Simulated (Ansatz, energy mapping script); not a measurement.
## EuCd2Sb2: J from the energies of magnetic orders

Wanted: the magnetic order of EuCd2Sb2, its couplings and an estimate of its ordering temperature, by PBEsol+U (1.5 eV).

Method: PBEsol with U = 1.5 eV on Eu f, ortho-atomic projectors; plane waves, U on orthogonalised atomic orbitals unless named otherwise, collinear spin, no spin–orbit coupling, in Ansatz 0.2.0.

### Step 1. The starting structure

The structure is trigonal, space group P-3m1 (No. 164). The conventional cell has a = 4.744 Å, b = 4.744 Å, c = 7.705 Å, α = 90.00°, β = 90.00°, γ = 120.00°. Eu has 6 Sb at 3.33 Å nearest. Nearest to Cd lie 4 Sb at 2.89 to 3.00 Å. Sb has 4 Cd at 2.89 to 3.00 Å and 3 Eu at 3.33 Å nearest. Farther neighbours are not listed.

The cell comes from a database of computed structures, and need not be the one that the compound takes in experiment.

The U corrects the self-interaction that lets semilocal functionals spread d and f electrons too far. Its value here is typed, not computed.

### Step 2. Probe run

One run in the crystal's own cell, under PBEsol with U = 4.8 eV on Eu f, ortho-atomic projectors, shows which elements keep a moment. Transition or f elements with 0.3 μB or more enter the spin model; moments induced on other atoms do not.

The input, input.yaml:

```yaml
crystal:
  lattice:
    - [4.743921585, 0.0, 0.0]
    - [-2.371960792, 4.108356606, 0.0]
    - [0.0, 0.0, 7.70451817]
  atoms:
    - { symbol: Eu, position: [0.0, 0.0, 0.0], spin: 7.0 }
    - { symbol: Cd, position: [0.666666667, 0.333333333, 0.36530419] }
    - { symbol: Cd, position: [0.333333333, 0.666666667, 0.63469581] }
    - { symbol: Sb, position: [0.666666667, 0.333333333, 0.75441209] }
    - { symbol: Sb, position: [0.333333333, 0.666666667, 0.24558791] }
magnetization:
  spin_polarized: true
kpoints:
  mp_grid: { grid: [7, 7, 4] }
hamiltonian:
  xc: pbesol
  hubbard:
    sites: [{ species: Eu, l: f, u_eff: 4.8 }]
    projectors: ortho-atomic
scf:
  occupations: { method: fermi_dirac, width: 0.1 }
output:
  eigenvalues: true
```

Command:

```sh
$ ansatz run input.yaml --threads 4 --pin off --max-ram 8192MiB --backend cpu --events-out ev --progress --plain --runs-dir out
```

Numbers of over 12 decimals in the logs are rounded to 6 here.

Output:

```text
Engine: ansatz 0.2.0, x86_64-unknown-linux-gnu
Pseudopotentials: kind: paw
Pseudopotential: Eu, paw, valence charge 17, recommended cutoff 420 eV (normal), Eu.paw.azcp
Pseudopotential: Cd, paw, valence charge 20, recommended cutoff 420 eV (normal), Cd.paw.azcp
Pseudopotential: Sb, paw, valence charge 15, recommended cutoff 420 eV (normal), Sb.paw.azcp
Functional definition: PBEsol
  exchange = pbesol_x
  correlation = pbesol_c
Crystal: 5 atoms, lattice volume = 150.159 Å³
Basis set: ecut = 420 eV, 2875 PW (Γ)
Bands: 57, of which v1, the nominal top of the filled ones, is band 44 counted from 1 (43 counted from 0)
Symmetry: 12 space group operations
Space group: P-3m1 (ITA 164), of the structure as read, at distance tolerance 5.3e-5 Å
Magnetic group: BNS 164.85 (UNI 1315), of the structure as read, at distance tolerance 5.3e-5 Å
k-points: 28 of 196
Non-local potential: Eu, projectors of the file, l = 0: 3, l = 1: 2, l = 2: 2, l = 3: 3
Non-local potential: Cd, projectors of the file, l = 0: 3, l = 1: 2, l = 2: 2, l = 3: 1
Non-local potential: Sb, projectors of the file, l = 0: 2, l = 1: 2, l = 2: 2, l = 3: 2
PAW form: soft (Blöchl's): semilocal exchange-correlation on the pseudo side does not see the compensation charge
PAW frozen core: Eu, regenerated for the run's functional, and the local potential with it (the file was generated under x = pbe(κ = 0.804, μ = 0.219515), c = pbe(β = 0.066725))
PAW frozen core: Cd, regenerated for the run's functional, and the local potential with it (the file was generated under x = pbe(κ = 0.804, μ = 0.219515), c = pbe(β = 0.066725))
PAW frozen core: Sb, regenerated for the run's functional, and the local potential with it (the file was generated under x = pbe(κ = 0.804, μ = 0.219515), c = pbe(β = 0.066725))
PAW one-centre angular grid: Eu, 590 points (default); XC on 64 Gauss nodes
PAW one-centre angular grid: Cd, 590 points (default); XC on 64 Gauss nodes
PAW one-centre angular grid: Sb, 590 points (default); XC on 64 Gauss nodes
Initial density: superposition of atomic densities (chi_scale 0.1, normalization cell, long waves kept (reshape's long-wave potential 0.11 eV rms))
Initial wavefunctions: pseudopotential atomic-orbital guess
Functional: x = pbesol(κ = 0.804, μ = 0.123457), c = pbesol(β = 0.046)
SCF iter   1: F=—  HF=-37849.512913 eV  |F-HF|=—  |Δ(HF+E_count)|=         —  Δρ=3.43e-2 (↑3.43e-2 ↓2.05e-2)  dr2=2.19e0  dr2_m=5.36e-1  M=6.948 μB ∫|m|=7.090 μB  β_m=0.30  ethr=3.10e-3  ⟨swp⟩=6.3  Hψ=11734  notcnv=0  defer=3
preconditioner: auto → Kerker (q_TF=auto, 2.491 Å⁻¹)  [metal: Δε(μ)=0.148 eV  Ē_g=10.698 eV  σ=0.100 eV  W_gap=0.35  n_scr=36 (ndim 8)  ℏωp=20.6 eV  f_vac=0.035  D(μ)=0.52/eV (n_scr^D=0)]
[...]
SCF iter   4: F=—  HF=-37850.956390 eV  |F-HF|=—  |Δ(HF+E_count)|=   2.92e-5  Δρ=4.66e-5 (↑4.34e-5 ↓4.66e-5)  dr2=1.36e-4  dr2_m=8.89e-8  M=6.990 μB ∫|m|=7.191 μB  β_m=0.62  ethr=1.54e-7  ⟨swp⟩=1.5  Hψ=3406  notcnv=0
SCF iter   5: F=—  HF=-37850.956364 eV  |F-HF|=—  |Δ(HF+E_count)|=   2.52e-5  Δρ=2.12e-5 (↑2.12e-5 ↓1.63e-5)  dr2=8.62e-6  dr2_m=4.57e-8  M=6.990 μB ∫|m|=7.191 μB  β_m=0.76  ethr=1.54e-7  ⟨swp⟩=1.9  Hψ=3635  notcnv=0
SCF iter   6: F=—  HF=-37850.956363 eV  |F-HF|=—  |Δ(HF+E_count)|=   1.49e-6  Δρ=8.30e-6 (↑7.63e-6 ↓8.30e-6)  dr2=9.52e-7  dr2_m=1.23e-8  M=6.990 μB ∫|m|=7.191 μB  β_m=0.83  ethr=9.90e-9  ⟨swp⟩=2.0  Hψ=4357  notcnv=0
SCF iter   7: F=—  HF=-37850.956363 eV  |F-HF|=—  |Δ(HF+E_count)|=   8.31e-8  Δρ=5.12e-6 (↑5.12e-6 ↓3.85e-6)  dr2=2.88e-7  dr2_m=4.24e-9  M=6.990 μB ∫|m|=7.191 μB  β_m=0.91  ethr=1.09e-9  ⟨swp⟩=2.5  Hψ=5152  notcnv=0
SCF iter   8: F=-37850.956363 eV  HF=-37850.956363 eV  |F-HF|=2.73e-8  |Δ(HF+E_count)|=   6.39e-8  Δρ=1.86e-6 (↑1.86e-6 ↓1.71e-6)  dr2=4.07e-8  dr2_m=2.60e-10  M=6.990 μB ∫|m|=7.191 μB  ethr=1.15e-10  ⟨swp⟩=3.4  Hψ=9477  notcnv=0
SCF 1 converged in 8 iterations: F = -37850.956363 eV  dr2 = 4.07e-8
[...]
SCF converged after 16 iterations (8 of them in the search for the orbital order of the open f shells)
Magnetization: 6.9897 μB (46.9948 up, 40.0052 down)
Absolute magnetization: 7.1931 μB (∫|ρ↑−ρ↓|, with the PAW one-centre terms)
Spin contamination: 0.0304 ħ² per cell (⟨S²⟩ above its minimum at these occupations)
Per-site moments (μB) at R_I (Å): [(6.941875, 1.373184), (-0.00701929, 1.192142), (-0.00701929, 1.192142), (-0.024461, 1.192142), (-0.024461, 1.192142)]
Free energy (F): -37850.956363 eV
Harris-Foulkes:  -37850.956363 eV  (|F-HF|=2.73e-8)
Internal energy: -37850.946114 eV  (E = F + TS)
E sigma→0 (E₀):  -37850.951239 eV
Entropy (-TS):   -0.010249 eV (-2.050 meV/atom)
Fermi energy:    10.270908 eV
--- Per-component energies (eV) ---
  E_band       = -1300.867425
  E_kinetic    = 1773.996524
  E_local      = -12728.774471  (includes V_loc(G=0)·N_el)
  E_nonlocal   = 1286.936930
  E_hartree    = 5760.243077
  E_xc         = -800.241085
  E_vxc        = -835.815177  (∫ρ·V_xc dr)
  E_hubbard    = 0.117884  (on-site DFT+U / exact-exchange correction)
  E_vhub       = -16.487155  (the Hubbard potential's part of the band-sum identity)
  E_paw        = -23320.786917  (= ΣΔE_a)
  E_vpaw       = -2301.220814  (= ΣTr[D̂ρ^β])
  E_aug_tail   = 0.000020  (compensation charges beyond the density's cutoff)
  E_ewald      = -9824.372541
  E_core_change = 1.934465  (= ΣΔE_core)
  E_smearing   = -0.010249  (= −TS)
  E_closure    = 0.000000  (closes the sum)
  Σ components = -37850.956363   (vs F -37850.956363, Δ=0.00e0)
--- Band table (eV; the first three rows and the last of 56) ---
  k-point 0 ↑: bands = [... 40 lower, 8.6181, 8.6642, 8.7551, 8.7551, 10.1263, 10.4359, 10.4359, 10.5858, ... 9 higher]
  k-point 1 ↑: bands = [... 40 lower, 8.6181, 8.6641, 8.9109, 8.9109, 9.2674, 10.1217, 10.1217, 10.1781, ... 9 higher]
  k-point 2 ↑: bands = [... 40 lower, 8.6188, 8.6641, 8.7291, 9.1235, 9.1235, 9.7818, 9.7818, 10.1676, ... 9 higher]
  k-point 27 ↓: bands = [... 40 lower, 11.7598, 11.8175, 13.3383, 13.6972, 13.7597, 14.1084, 14.4511, 15.3234, ... 9 higher]
Occupation matrices written to <dir>
```

Run time: 11 s. Hardware: 4 threads of Intel Xeon 6975P-C (Granite Rapids), shared host; peak memory 0.8 GiB; 37 s of CPU time.

Spin moment in the sphere by atom:

| atom | spin moment in the sphere (μB) |
| --- | --- |
| Eu1 | 6.94 |
| Cd2 | -0.01 |
| Cd3 | -0.01 |
| Sb4 | -0.02 |
| Sb5 | -0.02 |

The run ends ferromagnetic; Eu carries the moments.

### Step 3. A run to fix the orbital filling

A corrected shell can settle in several orbital fillings. One parallel run, with an occupation width a fifth wider than the orders use, therefore is to supply the occupation matrices. All orders start from them.

input.yaml, as its differences from that of step 2:

```diff
@@ -18,6 +18,6 @@
   hubbard:
-    sites: [{ species: Eu, l: f, u_eff: 4.8 }]
+    sites: [{ species: Eu, l: f, u_eff: 1.5 }]
     projectors: ortho-atomic
 scf:
-  occupations: { method: fermi_dirac, width: 0.1 }
+  occupations: { method: fermi_dirac, width: 0.12 }
 output:
```

Output:

```text
[...]
Crystal: 5 atoms, lattice volume = 150.159 Å³
Basis set: ecut = 420 eV, 2875 PW (Γ)
Bands: 57, of which v1, the nominal top of the filled ones, is band 44 counted from 1 (43 counted from 0)
Symmetry: 12 space group operations
[...]
k-points: 28 of 196
[...]
Starting moments: Σ|m| = 7 μB on 1 of 5 sites
[...]
SCF iter   1: F=—  HF=-37850.464240 eV  |F-HF|=—  |Δ(HF+E_count)|=         —  Δρ=1.70e-1 (↑1.70e-1 ↓1.25e-1)  dr2=8.45e0  dr2_m=2.95e1  M=7.028 μB ∫|m|=7.605 μB  β_m=1.00  ethr=3.10e-3  ⟨swp⟩=6.5  Hψ=11311  notcnv=0
[...]
SCF iter  14: F=—  HF=-37851.076655 eV  |F-HF|=—  |Δ(HF+E_count)|=   1.57e-3  Δρ=5.44e-4 (↑5.44e-4 ↓3.67e-5)  dr2=4.51e-4  dr2_m=1.03e-4  M=6.959 μB ∫|m|=7.141 μB  β_m=0.30  ethr=3.28e-7  ⟨swp⟩=2.0  Hψ=5118  notcnv=0  defer=168
[...]
spin-set hold released at iteration 14 (site moments contracting): the magnetisation degrees of freedom join the quasi-Newton model from the next iteration; the mixer history was flushed
SCF iter  15: F=—  HF=-37851.077387 eV  |F-HF|=—  |Δ(HF+E_count)|=   7.31e-4  Δρ=3.68e-5 (↑3.13e-5 ↓3.68e-5)  dr2=4.21e-6  dr2_m=4.67e-7  M=6.961 μB ∫|m|=7.145 μB  β_m=0.65  ethr=3.28e-7  ⟨swp⟩=2.0  Hψ=3852  notcnv=0  defer=167
[...]
SCF iter  19: F=-37851.078181 eV  HF=-37851.078181 eV  |F-HF|=1.61e-8  |Δ(HF+E_count)|=   2.49e-8  Δρ=2.07e-6 (↑2.07e-6 ↓1.52e-6)  dr2=2.84e-8  dr2_m=7.52e-10  M=6.961 μB ∫|m|=7.145 μB  ethr=1.15e-10  ⟨swp⟩=8.4  Hψ=11355  notcnv=0
SCF 1 converged in 19 iterations: F = -37851.078181 eV  dr2 = 2.84e-8
[...]
SCF converged after 19 iterations
Magnetization: 6.9611 μB (46.9805 up, 40.0195 down)
Absolute magnetization: 7.1479 μB (∫|ρ↑−ρ↓|, with the PAW one-centre terms)
[...]
Per-site moments (μB) at R_I (Å): [(6.882478, 1.373184), (-0.0041865, 1.192142), (-0.0041865, 1.192142), (-0.024558, 1.192142), (-0.024558, 1.192142)]
Free energy (F): -37851.078181 eV
[...]
Internal energy: -37851.033394 eV  (E = F + TS)
E sigma→0 (E₀):  -37851.055787 eV
Entropy (-TS):   -0.044787 eV (-8.957 meV/atom)
Fermi energy:    10.455664 eV
[...]
--- Band table (eV; the first three rows and the last of 56) ---
  k-point 0 ↑: bands = [... 40 lower, 9.7179, 9.7515, 9.7515, 9.7944, 10.3029, 10.6015, 10.6015, 10.6863, ... 9 higher]
  k-point 1 ↑: bands = [... 40 lower, 9.6975, 9.7522, 9.7522, 9.7944, 9.8765, 10.2437, 10.3484, 10.3484, ... 9 higher]
  k-point 2 ↑: bands = [... 40 lower, 9.6978, 9.7526, 9.7526, 9.7944, 9.8137, 10.1483, 10.1483, 10.1735, ... 9 higher]
  k-point 27 ↓: bands = [... 40 lower, 11.7402, 11.7917, 13.2631, 13.6431, 13.6769, 14.0528, 14.3846, 15.2055, ... 9 higher]
Occupation matrices written to <dir>
```

Wall time 8.3 s (4 threads); peak memory 0.85 GiB; 27 s of CPU time.

This step gave:

```
final state                       : ferromagnetic
electrons in the corrected shells : 6.912 e
largest moment                    : 6.882 μB
```

### Step 4. Order 1: parallel, cell A of 10 atoms

The parallel order is the zero of energy for this cell and mesh.

The input, input.yaml:

```yaml
crystal:
  lattice:
    - [-4.743921585, 0.0, 0.0]
    - [1.0e-09, 8.216713212, 0.0]
    - [2.371960792, -4.108356606, -7.70451817]
  atoms:
    - { symbol: Eu, position: [0.0, 0.0, 0.0], spin: 7.0 }
    - { symbol: Eu, position: [0.5, 0.5, 0.0], spin: 7.0 }
    - { symbol: Cd, position: [0.317347904, 0.984014572, 0.63469581] }
    - { symbol: Cd, position: [0.817347905, 0.484014572, 0.63469581] }
    - { symbol: Cd, position: [0.682652096, 0.015985429, 0.36530419] }
    - { symbol: Cd, position: [0.182652095, 0.515985428, 0.36530419] }
    - { symbol: Sb, position: [0.122793954, 0.789460622, 0.24558791] }
    - { symbol: Sb, position: [0.622793955, 0.289460622, 0.24558791] }
    - { symbol: Sb, position: [0.877206045, 0.210539378, 0.75441209] }
    - { symbol: Sb, position: [0.377206045, 0.710539378, 0.75441209] }
magnetization:
  spin_polarized: true
kpoints:
  mp_grid: { grid: [6, 4, 6] }
hamiltonian:
  xc: pbesol
  hubbard:
    sites:
      - { species: Eu, l: f, u_eff: 1.5 }
      - { site: 0, l: f, u_eff: 1.5, starting_ns: [{ spin: up, occupation_matrix: eu1_major }, { spin: down, occupation_matrix: eu1_minor }] }
      - { site: 1, l: f, u_eff: 1.5, starting_ns: [{ spin: up, occupation_matrix: eu1_major }, { spin: down, occupation_matrix: eu1_minor }] }
    projectors: ortho-atomic
    occupation_matrices:
      eu1_major:
        matrix:
          - [0.989, 0.0, 0.0, 0.0, 0.0, 0.0, 0.005]
          - [0.0, 0.986, 0.0, 0.0, -0.005, 0.0, 0.0]
          - [0.0, 0.0, 0.986, -0.005, 0.0, 0.0, 0.0]
          - [0.0, 0.0, -0.005, 0.982, 0.0, 0.0, 0.0]
          - [0.0, -0.005, 0.0, 0.0, 0.982, 0.0, 0.0]
          - [0.0, 0.0, 0.0, 0.0, 0.0, 0.99, 0.0]
          - [0.005, 0.0, 0.0, 0.0, 0.0, 0.0, 0.982]
      eu1_minor:
        matrix:
          - [0.002, 0.0, 0.0, 0.0, 0.0, 0.0, -0.001]
          - [0.0, 0.001, 0.0, 0.0, 0.0, 0.0, 0.0]
          - [0.0, 0.0, 0.001, 0.0, 0.0, 0.0, 0.0]
          - [0.0, 0.0, 0.0, 0.003, 0.0, 0.0, 0.0]
          - [0.0, 0.0, 0.0, 0.0, 0.003, 0.0, 0.0]
          - [0.0, 0.0, 0.0, 0.0, 0.0, 0.001, 0.0]
          - [-0.001, 0.0, 0.0, 0.0, 0.0, 0.0, 0.002]
scf:
  occupations: { method: fermi_dirac, width: 0.1 }
output:
  eigenvalues: true
  write_density: true
  write_potential: true
  elf: true
  volumetric_format: npy
```

Output:

```text
[...]
Crystal: 10 atoms, lattice volume = 300.318 Å³
Basis set: ecut = 420 eV, 5811 PW (Γ)
Bands: 113, of which v1, the nominal top of the filled ones, is band 87 counted from 1 (86 counted from 0)
Symmetry: 8 space group operations
[...]
k-points: 47 of 144
[...]
Starting moments: Σ|m| = 14 μB on 2 of 10 sites
[...]
SCF iter   1: F=—  HF=-75700.947672 eV  |F-HF|=—  |Δ(HF+E_count)|=         —  Δρ=1.70e-1 (↑1.70e-1 ↓1.25e-1)  dr2=1.69e1  dr2_m=5.90e1  M=14.036 μB ∫|m|=15.212 μB  β_m=1.00  ethr=3.10e-3  ⟨swp⟩=6.1  Hψ=36654  notcnv=0  defer=12
[...]
SCF iter  19: F=-75702.147317 eV  HF=-75702.147317 eV  |F-HF|=3.83e-8  |Δ(HF+E_count)|=   1.89e-8  Δρ=2.61e-6 (↑2.61e-6 ↓1.18e-6)  dr2=5.13e-8  dr2_m=5.37e-9  M=13.926 μB ∫|m|=14.305 μB  ethr=5.75e-11  ⟨swp⟩=11.7  Hψ=41594  notcnv=0
SCF 1 converged in 19 iterations: F = -75702.147317 eV  dr2 = 5.13e-8
[...]
SCF converged after 19 iterations
Magnetization: 13.9263 μB (93.9632 up, 80.0368 down)
Absolute magnetization: 14.3108 μB (∫|ρ↑−ρ↓|, with the PAW one-centre terms)
[...]
Per-site moments (μB) at R_I (Å): [(6.888034, 1.373184), (6.888034, 1.373184), (-0.0045427, 1.192142), (-0.0045427, 1.192142), (-0.0045427, 1.192142), (-0.0045427, 1.192142), (-0.025189, 1.192142), (-0.025189, 1.192142), (-0.025189, 1.192142), (-0.025189, 1.192142)]
Free energy (F): -75702.147317 eV
[...]
Internal energy: -75702.096734 eV  (E = F + TS)
E sigma→0 (E₀):  -75702.122025 eV
Entropy (-TS):   -0.050583 eV (-5.058 meV/atom)
Fermi energy:    10.441613 eV
[...]
--- Specified on-site occupations, and those of the state reported ---
  electrons in the specified blocks: 13.8200 specified, 13.8385 found
  site 1 (l=f) ↑: largest change of an orbital's occupation 0.0015; electrons 6.8970 specified, 6.9059 found; spectral distance 0.0034
[...]
site 1 (l=f) ↓: largest change of an orbital's occupation 0.0008; electrons 0.0130 specified, 0.0133 found; spectral distance 0.0009
[...]
--- Band table (eV; the first three rows and the last of 94) ---
  k-point 0 ↑: bands = [... 83 lower, 9.7899, 9.7903, 9.7984, 9.8034, 9.8196, 9.8338, 10.0035, 10.0182, ... 22 higher]
  k-point 1 ↑: bands = [... 83 lower, 9.7903, 9.7906, 9.7985, 9.8033, 9.8152, 9.8337, 9.9027, 9.9706, ... 22 higher]
  k-point 2 ↑: bands = [... 83 lower, 9.7909, 9.7913, 9.7974, 9.8030, 9.8034, 9.8337, 9.8487, 9.8638, ... 22 higher]
  k-point 46 ↓: bands = [... 83 lower, 11.9936, 12.0258, 12.6393, 12.6868, 13.4408, 13.7670, 14.1009, 14.3958, ... 22 higher]
Occupation matrices written to <dir>
```

Wall time 47 s (4 threads); peak memory 2.8 GiB; 3 min of CPU time.

Spin moment in the sphere by atom:

| atom | spin moment in the sphere (μB) |
| --- | --- |
| Eu1 | 6.89 |
| Eu2 | 6.89 |
| Cd3 | 0.00 |
| Cd4 | 0.00 |
| Cd5 | 0.00 |
| Cd6 | 0.00 |
| Sb7 | -0.03 |
| Sb8 | -0.03 |
| Sb9 | -0.03 |
| Sb10 | -0.03 |

The run ends ferromagnetic.

Spin density in the ac plane at fractional y = 0.500, with atoms of Eu and Cd within 0.2 Å of it.

Ten even steps from '_' (0 e/Å³) to '@' (15 e/Å³), each cell a mean:
```
__________..++**::__________
____________..______________
____________________________
____________________________
____________________________
____________________________
____________________________
____________________________
____________________________
____________________________
____________________________
____________________________
____________________________
____________________________
____________________________
____________________________
____________________________
____________________________
____________________________
____________________________
____________________________
____________________________
____________..--::__________
__________..**@@==__________
```
Columns run along a (4.7 Å), rows up along c (9.0 Å). Atoms in or near the plane, at fractional coordinates: Eu at (0.50, 0.00), Cd at (0.82, 0.63), Cd at (0.18, 0.37).

ELF in the ac plane at fractional y = 0.500, with atoms of Eu and Cd within 0.2 Å of it. It is the smooth field of the valence electrons, not physical close to the nuclei.

Ten even steps from '0' (0.05) to '9' (0.84), each cell a mean:
```
00027844883000
10016899840001
10002565200011
11000010000112
11111111111111
11233333211222
21245553213454
21355553125885
22355542247985
12344432136763
12233321123431
11111111111111
11222111222221
13554212344331
36885313455431
47985223555421
35653124555421
23321234444321
11111122222211
11111000000011
12100013320001
11000378873000
10003887885000
00017830595000
```
Columns run along a (4.7 Å), rows up along c (9.0 Å). Atoms in or near the plane, at fractional coordinates: Eu at (0.50, 0.00), Cd at (0.82, 0.63), Cd at (0.18, 0.37).

[end of part 1 of 3]

[Logs and program files are shortened in this print: banners, set-up blocks, solver, clock and traceback lines can be left out without a mark of their own.]

[Logs are printed without paths, hosts, clocks, repeated set-up lines and the standing remarks that a program may print on its own settings, such as how far it seeks lower states.]

[Hosts, paths, dates, database ids (printed as entryN), source tags and the programs' standing remarks are cut or masked in the printed files.]

[Where a cell is said to come from a database of computed structures, the database is the Materials Project.]
